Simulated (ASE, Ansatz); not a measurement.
# Localised basis functions on random fcc alloy of Ir and Pd (108 atoms), part 3 of 3

Wanted: errors and times of a linear-scaling basis for random fcc alloy of Ir and Pd (108 atoms). A setting counts as converged where the r.m.s. difference of forces stays under 1 % of the r.m.s. force.

Ansatz 0.2.0; Kohn-Sham DFT, PBE, PAW (set soft_2), plane waves.

The cell: 68 Pd and 40 Ir. The host structure and its lattice constant were typed by rule, without a check against the phase diagram. No spin–orbit coupling is included.

So far. Step 11 (Support functions medium, radius 5.06 Å): Forces differ from the reference by 0.74 meV/Å r.m.s., 0.18 % of their size, well within a tolerance of 1 %; the energy by -3.4 meV/atom. It took 17 s and 11 cycles; the reference's time can't be set against it, since the two runs asked for unlike analyses.

## Step 12: Another try, on a changed input

A doubtful change is made on purpose, to see how the program answers.

This step: Kohn-Sham DFT, PBE, PAW (set soft_2), plane waves (Ansatz 0.2.0).

input.yaml reads:

```yaml
crystal:
  lattice:
    - [11.6133, 0.0, 0.0]
    - [0.0, 11.6133, 0.0]
    - [0.0, 0.0, 11.6133]
  atoms:
    [... the 108 atom lines of step 2 ...]
kpoints:
  mp_grid: { grid: [2, 2, 2] }
hamiltonian:
  xc: pbe
scf:
  occupations: { method: cold, width: 0.15 }
  mixing: { algorithm: anderson, beta: 0.001, ndim: 1 }
  max_iter: 50
output:
  forces: true
```

The run is started by

```console
$ ansatz run input.yaml --threads 32 --pin off --max-ram 143360MiB --backend cuda --events-out ev --progress --plain --runs-dir out
```

Numbers of over 12 decimals in the logs are rounded to 6 here.

Output:

```text
Engine: ansatz 0.2.0, aarch64-unknown-linux-gnu
Pseudopotentials: kind: paw
Pseudopotential: Pd, paw, valence charge 18, recommended cutoff 420 eV (normal), Pd.paw.azcp
Pseudopotential: Ir, paw, valence charge 17, recommended cutoff 420 eV (normal), Ir.paw.azcp
[... 5 lines on functional and potentials left out ...]
device memory: the entry about to start is reckoned to put 55.4 GiB on a device that reports 182.5 GiB free
GPU FFT provider: cuFFT
GPU libraries: cuBLAS 13.8.1, cuFFT 12.4.0, cuSOLVER 12.3.2
GPU matrix products: emulated (plane waves: as basis.precision tells), large ones in fixed point in workspaces of 1.00 GiB
Crystal: 108 atoms, lattice volume = 1566.271 Å³
Basis set: ecut = 420 eV, 30647 PW (Γ), exchange–correlation on 160×160×160 points (8 copies of the dense FFT grid, shifted against one another)
Bands: 1060, of which v1, the nominal top of the filled ones, is band 952 counted from 1 (951 counted from 0)
Symmetry: 1 space group operations
Space group: P1 (ITA 1), of the structure as read, at distance tolerance 1.2e-4 Å
k-points: 8
[... 5 lines on functional and potentials left out ...]
Initial density: superposition of atomic densities (neutral atoms: chi_scale 0, normalization atom), corrected by the library's trained network
Initial wavefunctions: pseudopotential atomic-orbital guess
GPU buffer pool allocated for 512000 grid points (all kernels)
GPU transforms: local potential and band sums: pruned to the plane-wave sphere, on 80×80×80
Functional: x = pbe(κ = 0.804, μ = 0.219515), c = pbe(β = 0.066725)
SCF iter   1: F=—  HF=-951555.291034 eV  |F-HF|=—  |Δ(HF+E_count)|=         —  Δρ=9.55e-3  dr2=5.68e0  ethr=1.77e-3
preconditioner: auto → Kerker (q_TF=auto, 2.819 Å⁻¹)  [metal: Δε(μ)=0.003 eV  Ē_g=4.992 eV  σ=0.150 eV  W_gap=0.01  n_scr=618 (ndim 1)  ℏωp=30.3 eV  f_vac=0.000  D(μ)=146.25/eV (n_scr^D=1838)]
SCF iter   2: F=—  HF=-951555.288024 eV  |F-HF|=—  |Δ(HF+E_count)|=   3.01e-3  S|Δr|=    0.00e0  Δρ=9.53e-3  dr2=5.65e0  ethr=2.98e-4
SCF iter   3: F=—  HF=-951555.304788 eV  |F-HF|=—  |Δ(HF+E_count)|=   1.68e-2  S|Δr|=    0.00e0  Δρ=9.50e-3  dr2=5.60e0  ethr=2.96e-4
SCF iter   4: F=—  HF=-951555.317692 eV  |F-HF|=—  |Δ(HF+E_count)|=   1.29e-2  S|Δr|=    0.00e0  Δρ=9.47e-3  dr2=5.56e0  ethr=2.94e-4
SCF iter   5: F=—  HF=-951555.330456 eV  |F-HF|=—  |Δ(HF+E_count)|=   1.28e-2  S|Δr|=    0.00e0  Δρ=9.45e-3  dr2=5.52e0  ethr=2.92e-4
SCF iter   6: F=—  HF=-951555.343239 eV  |F-HF|=—  |Δ(HF+E_count)|=   1.28e-2  S|Δr|=    0.00e0  Δρ=9.42e-3  dr2=5.48e0  ethr=2.90e-4
SCF iter   7: F=—  HF=-951555.356051 eV  |F-HF|=—  |Δ(HF+E_count)|=   1.28e-2  S|Δr|=    0.00e0  Δρ=9.39e-3  dr2=5.45e0  ethr=2.88e-4
SCF iter   8: F=—  HF=-951555.368857 eV  |F-HF|=—  |Δ(HF+E_count)|=   1.28e-2  S|Δr|=    0.00e0  Δρ=9.37e-3  dr2=5.41e0  ethr=2.86e-4
SCF iter   9: F=—  HF=-951555.381675 eV  |F-HF|=—  |Δ(HF+E_count)|=   1.28e-2  S|Δr|=    0.00e0  Δρ=9.34e-3  dr2=5.37e0  ethr=2.84e-4
[...]
SCF iter  47: F=—  HF=-951555.871474 eV  |F-HF|=—  |Δ(HF+E_count)|=   1.29e-2  S|Δr|=    0.00e0  Δρ=8.43e-3  dr2=4.10e0  ethr=2.17e-4
SCF iter  48: F=—  HF=-951555.268709 eV  |F-HF|=—  |Δ(HF+E_count)|=   6.03e-1  S|Δr|=    0.00e0  Δρ=8.41e-3  dr2=4.07e0  ethr=2.15e-4
SCF iter  49: F=—  HF=-951555.268030 eV  |F-HF|=—  |Δ(HF+E_count)|=   6.79e-4  S|Δr|=    0.00e0  Δρ=8.39e-3  dr2=4.05e0  ethr=2.14e-4
SCF iter  50: F=—  HF=-951555.267433 eV  |F-HF|=—  |Δ(HF+E_count)|=   5.97e-4  S|Δr|=    0.00e0  Δρ=8.37e-3  dr2=4.02e0  ethr=2.12e-4
Error: did not converge after 50 iterations: dr2 = 4.02e0 (threshold 1.00e-6), under the density mixer `anderson`; raise `scf.max_iter`, which need not help a stalled SCF, or adjust the mixing (`scf.mixing`) or, under a smearing, its width (`scf.occupations.width`, in either direction: [...]
```

Run time: 7.4 s. Hardware: 1 × NVIDIA GB200 with 32 threads of Arm Neoverse V2, shared host; peak memory 1.9 GiB.

That memory is the host's; the program planned up to 55.4 GiB on the GPU.

Residual by cycle:

cycle, log10 residual and a bar from the least value:
```
        1        0.8 ##############################
        5        0.7 ############################
       10        0.7 ########################
       14        0.7 ######################
       19        0.7 ###################
       23        0.7 ################
       28        0.7 #############
       32        0.7 ###########
       37        0.6 ########
       41        0.6 #####
       46        0.6 ##
       50        0.6
```

No converged result was reached; the numbers in the log don't describe the system.

After 50 cycles the residual stands at 4.0, against 4.8 at cycle 26 and a least value of 4.0. The cap of 50 cycles in the input ended the loop.

The program's message: “Error: did not converge after 50 iterations: dr2 = 4.02e0 (threshold 1.00e-6), under the density mixer `anderson`; raise `scf.max_iter`, which need not help a stalled SCF, or adjust the mixing (`scf.m …”

The fault in the input: mixing far too weak (scf.mixing = {"algorithm": "anderson", "beta": 0.001, "ndim": 1}). The fix is to take out scf.mixing.

Runs without a result: support functions medium, radius 3.0 Å (error); support functions medium, radius 3.3 Å (error); support functions medium, radius 3.52 Å (error).

## Step 13: All settings compared

Differences are against the plane-wave reference (Kohn-Sham DFT, PBE, PAW (set soft_2), plane waves), whose r.m.s. force component is 0.423 eV/Å. Energies are set beside the reference only for runs with its functional, potentials and electron count. Times are for 1 × NVIDIA GB200 with 32 threads of Arm Neoverse V2, shared host. The reference's time includes the DOS, the stress and grids, which some other runs skip.

| run | Δ force, r.m.s. (meV/Å) | share of r.m.s. force (%) | Δ energy (meV/atom) | cycles | time | host memory (GiB) | planned on the GPU (GiB) |
| --- | --- | --- | --- | --- | --- | --- | --- |
| reference | - | - | - | 9 | 6 s | 6.1 | 61 |
| support functions low | 1.36 | 0.322 | -3.32 | 20 | 17 s | 1.6 | 6.1 |
| support functions medium | 1.35 | 0.318 | -3.32 | 21 | 18 s | 1.7 | 6.1 |
| support functions high ¶ | 0.687 | 0.162 | -3.23 | 45 | 43 s | 1.7 | 12 |
| support functions medium, radius 4.12 Å | 1.24 | 0.294 | -3.32 | 19 | 18 s | 1.6 | 7.4 |
| support functions medium, radius 4.49 Å | 0.845 | 0.200 | -3.37 | 11 | 16 s | 1.7 | 9.3 |
| support functions medium, radius 5.06 Å | 0.744 | 0.176 | -3.38 | 11 | 17 s | 1.7 | 11 |

¶ The program warns that the support functions of this run were not fully converged.

## Step 14: The reference in detail

With the settings judged, the reference run is read for its physics.

Length of the force by element:

```csv
element,coordination,atoms,mean length of the force (eV/Å),spread,least,most
Ir,all,40,0.884,0.388,0.244,1.84
Pd,all,68,0.495,0.246,0.0628,1.04
```

Intrinsic-atomic-orbital charges by element:

```csv
element,coordination,atoms,mean charge (e),spread,least,most
Ir,all,40,0.120,0.0184,0.0806,0.162
Pd,all,68,-0.0705,0.0156,-0.104,-0.021
```

States in the cell by windows of 1 eV, zero at the Fermi level; some projections on atomic orbitals stand beside the total:

```csv
from (eV),to (eV),total,Pd d,Ir d,Ir s
-14,-10,0.0,0.0,0.0,0.0
-10,-9,0.3,0.0,0.0,0.3
-9,-8,6.3,0.1,0.1,5.6
-8,-7,11.8,1.0,0.9,9.1
-7,-6,56.8,17.5,21.4,15.1
-6,-5,148.9,79.7,55.6,5.7
-5,-4,152.6,103.2,43.9,1.5
-4,-3,193.1,129.6,52.2,4.1
-3,-2,170.9,113.7,45.4,3.3
-2,-1,155.9,101.5,45.7,2.4
-1,0,149.0,85.7,54.8,2.8
0,1,101.1,34.6,54.7,3.5
1,2,24.9,3.5,8.6,2.9
2,3,35.2,3.4,5.7,4.9
3,4,23.0,1.3,2.3,1.8
4,5,20.5,0.8,1.6,1.7
```

The curve was stored every 0.10 eV, coarse against its broadening of 0.08 eV, so these counts are rough.

The stored curve holds about 1046 of the 1904 electrons; the rest, give or take the few that broadening carries across the Fermi level, lie in deeper levels below its range.

Not all projections were asked for or kept, so they needn't add up to the total.

The levels nearest the highest filled one (over half full), pooled over k-points and spins:

| level less the highest filled one (eV) | occupation |
| --- | --- |
| -0.0041 | 1.05 |
| -0.0039 | 1.05 |
| -0.0034 | 1.04 |
| -0.0031 | 1.04 |
| -0.0015 | 1.03 |
| 0 | 1.01 |
| 0.0014 | 0.997 |
| 0.004 | 0.972 |
| 0.0041 | 0.971 |
| 0.0055 | 0.957 |
| 0.0079 | 0.934 |
| 0.0085 | 0.928 |

Mean intrinsic-atomic-orbital charges: Ir +0.12, Pd -0.07 e. Among metals such projection charges depend strongly on the orbitals used and are no measure of ionicity. Just under the Fermi level the largest share is Pd d (57 % of the projected weight), just over it Ir d (56 % of the projected weight).

## Step 15: Structure statistics

These statistics describe the geometry on which the runs were made.

Density 15.8 g/cm³, 14.50 Å³ an atom.

g(r), total and by pair (bins of 0.1 Å):

| r (Å) | total | Pd-Pd | Pd-Ir | Ir-Ir |
| --- | --- | --- | --- | --- |
| 2.55 | 0.00 | 0.00 | 0.00 | 0.00 |
| 2.65 | 1.91 | 2.03 | 1.60 | 2.61 |
| 2.75 | 16.30 | 17.00 | 15.20 | 18.00 |
| 2.85 | 0.27 | 0.20 | 0.34 | 0.20 |
| 2.95 | 0.00 | 0.00 | 0.00 | 0.00 |
| 3.05 | 0.00 | 0.00 | 0.00 | 0.00 |
| 3.15 | 0.00 | 0.00 | 0.00 | 0.00 |
| 3.25 | 0.00 | 0.00 | 0.00 | 0.00 |
| 3.35 | 0.00 | 0.00 | 0.00 | 0.00 |
| 3.45 | 0.00 | 0.00 | 0.00 | 0.00 |
| 3.55 | 0.00 | 0.00 | 0.00 | 0.00 |
| 3.65 | 0.00 | 0.00 | 0.00 | 0.00 |
| 3.75 | 0.00 | 0.00 | 0.00 | 0.00 |
| 3.85 | 3.89 | 3.83 | 4.00 | 3.66 |
| 3.95 | 0.73 | 0.63 | 0.89 | 0.51 |
| 4.05 | 0.00 | 0.00 | 0.00 | 0.00 |
| 4.15 | 0.00 | 0.00 | 0.00 | 0.00 |
| 4.25 | 0.00 | 0.00 | 0.00 | 0.00 |
| 4.35 | 0.00 | 0.00 | 0.00 | 0.00 |
| 4.45 | 0.00 | 0.00 | 0.00 | 0.00 |
| 4.55 | 0.00 | 0.00 | 0.00 | 0.00 |
| 4.65 | 0.93 | 0.79 | 1.03 | 1.00 |
| 4.75 | 11.20 | 11.10 | 11.50 | 10.20 |
| 4.85 | 0.19 | 0.14 | 0.20 | 0.34 |
| 4.95 | 0.00 | 0.00 | 0.00 | 0.00 |
| 5.05 | 0.00 | 0.00 | 0.00 | 0.00 |
| 5.15 | 0.00 | 0.00 | 0.00 | 0.00 |
| 5.25 | 0.00 | 0.00 | 0.00 | 0.00 |
| 5.35 | 0.01 | 0.02 | 0.00 | 0.00 |
| 5.45 | 3.67 | 3.52 | 3.82 | 3.55 |
| 5.55 | 0.94 | 0.94 | 1.04 | 0.66 |
| 5.65 | 0.00 | 0.00 | 0.00 | 0.00 |
| 5.75 | 0.00 | 0.00 | 0.00 | 0.00 |
| 5.85 | 0.00 | 0.00 | 0.00 | 0.00 |
| 5.95 | 0.00 | 0.00 | 0.00 | 0.00 |
| 6.05 | 1.72 | 1.65 | 1.83 | 1.56 |
| 6.15 | 5.64 | 5.50 | 5.88 | 5.22 |
| 6.25 | 0.03 | 0.04 | 0.02 | 0.04 |
| 6.35 | 0.00 | 0.00 | 0.00 | 0.00 |
| 6.45 | 0.00 | 0.00 | 0.00 | 0.00 |
| 6.55 | 0.00 | 0.00 | 0.00 | 0.00 |
| 6.65 | 0.91 | 0.91 | 0.88 | 1.05 |
| 6.75 | 1.14 | 1.18 | 1.12 | 1.10 |
| 6.85 | 0.00 | 0.00 | 0.00 | 0.00 |

Neighbours by pair of elements; one cutoff, the widest of the pairs' first minima of g(r), serves all pairs of this metal:

```
pair A-B  cutoff (Å)  bonds  mean length (Å)  spread (Å)  shortest (Å)  B about A  A about B
   Pd-Pd        3.18    268             2.74        0.03          2.66       7.88       7.88
   Pd-Ir        3.18    280             2.74       0.029          2.67       4.12          7
   Ir-Ir        3.18    100             2.73       0.029          2.66          5          5
```

How many atoms have how many bonded neighbours:

```csv
element,mean,12
Ir,12,40
Pd,12,68
```

First main peaks of g(r), for some of the pairs, lie near 2.74 Å (Pd-Pd), 2.74 Å (Pd-Ir) and 2.73 Å (Ir-Ir). By these cutoffs all Ir atoms have 12 and all Pd atoms have 12 bonded neighbours.

A closer look about Ir54, which bears the longest force: 13 atoms, nearest first, numbered in the order of the input, with positions taken from that point.

```
atom      x      y      z  distance (Å)  bonds  intrinsic-atomic-orbital charge (e)     Fx     Fy  Fz (eV/Å)
Ir54   0.00   0.00   0.00          0.00     12                                 0.12   0.55   1.76       0.08
Pd53   0.02  -1.89  -1.93          2.70     12                                -0.05  -0.39  -0.54       0.20
Pd55   1.91  -1.92   0.04          2.71     12                                -0.08   0.31  -0.26      -0.47
Pd19  -1.95  -1.90   0.00          2.72     12                                -0.06   0.37  -0.18      -0.19
Ir60   1.91   0.01   1.95          2.72     12                                 0.12  -0.22   1.25       0.37
Pd20  -1.93   0.02  -1.93          2.73     12                                -0.08  -0.01   0.02      -0.15
Ir31  -1.92   1.95  -0.02          2.74     12                                 0.08   0.40  -0.04       0.56
Pd57   0.02  -1.90   1.97          2.74     12                                -0.06  -0.42  -0.33      -0.50
Ir56   1.93   0.04  -1.94          2.74     12                                 0.12   0.17   0.33       0.38
Ir69  -0.03   1.95   1.93          2.74     12                                 0.11   0.24  -0.95      -0.05
Ir65   0.00   1.94  -1.95          2.75     12                                 0.10  -0.34  -0.37       0.21
Ir67   1.93   1.98  -0.01          2.77     12                                 0.12  -0.84  -1.35       0.41
Pd24  -2.00   0.02   1.96          2.80     12                                -0.08   0.97   0.06      -0.27
```

The column of bonds counts only the pairs Pd-Pd within 3.18 Å, Pd-Ir within 3.18 Å, Ir-Ir within 3.18 Å; other neighbours, such as metal atoms beside each other in a compound, aren't counted, and periodic images can show an atom twice.

## Step 16: Outcome

| Quantity | Value |
| --- | --- |
| free energy per atom | -8810.6962 eV/atom |
| density | 15.82 g/cm³ |
| pressure | 6.486 GPa |
| r.m.s. force component | 0.4234 eV/Å |
| wall time of the 8 DFT runs | 2.4 min |

In words: Against plane waves at 420 eV, the forces differ by 1.3 meV/Å (0.32 %) with support functions medium, and by 0.69 meV/Å in the closest run (support functions high, whose functions were not fully converged). At 108 atoms the fastest of the runs at a preset level, support functions low, takes roughly 2.8 times the time of plane waves (whose run also made extra analyses, so the like-for-like ratio is larger), in 20 SCF cycles against 9. Differences between support functions and plane waves include what basis error the plane-wave run still has. As the radius goes from 3.75 to 5.06 Å, the force difference goes from 1.3 to 0.74 meV/Å, while the time lies between 16 s and 18 s.

181 levels are partly filled, by over 2 % (on the run's k-points), as in a metal. By these cutoffs all Ir atoms have 12 and all Pd atoms have 12 bonded neighbours.

Caveats: The geometry was built by rule, was displaced at random and isn't relaxed at this level: its force components are 0.42 eV/Å r.m.s. The pressure of 6.5 GPa means that a free cell would grow at this level.

[Logs are printed without paths, hosts, clocks, repeated set-up lines and the standing remarks that a program may print on its own settings, such as how far it seeks lower states.]

[Hosts, paths, dates, database ids (printed as entryN), source tags and the programs' standing remarks are cut or masked in the printed files.]
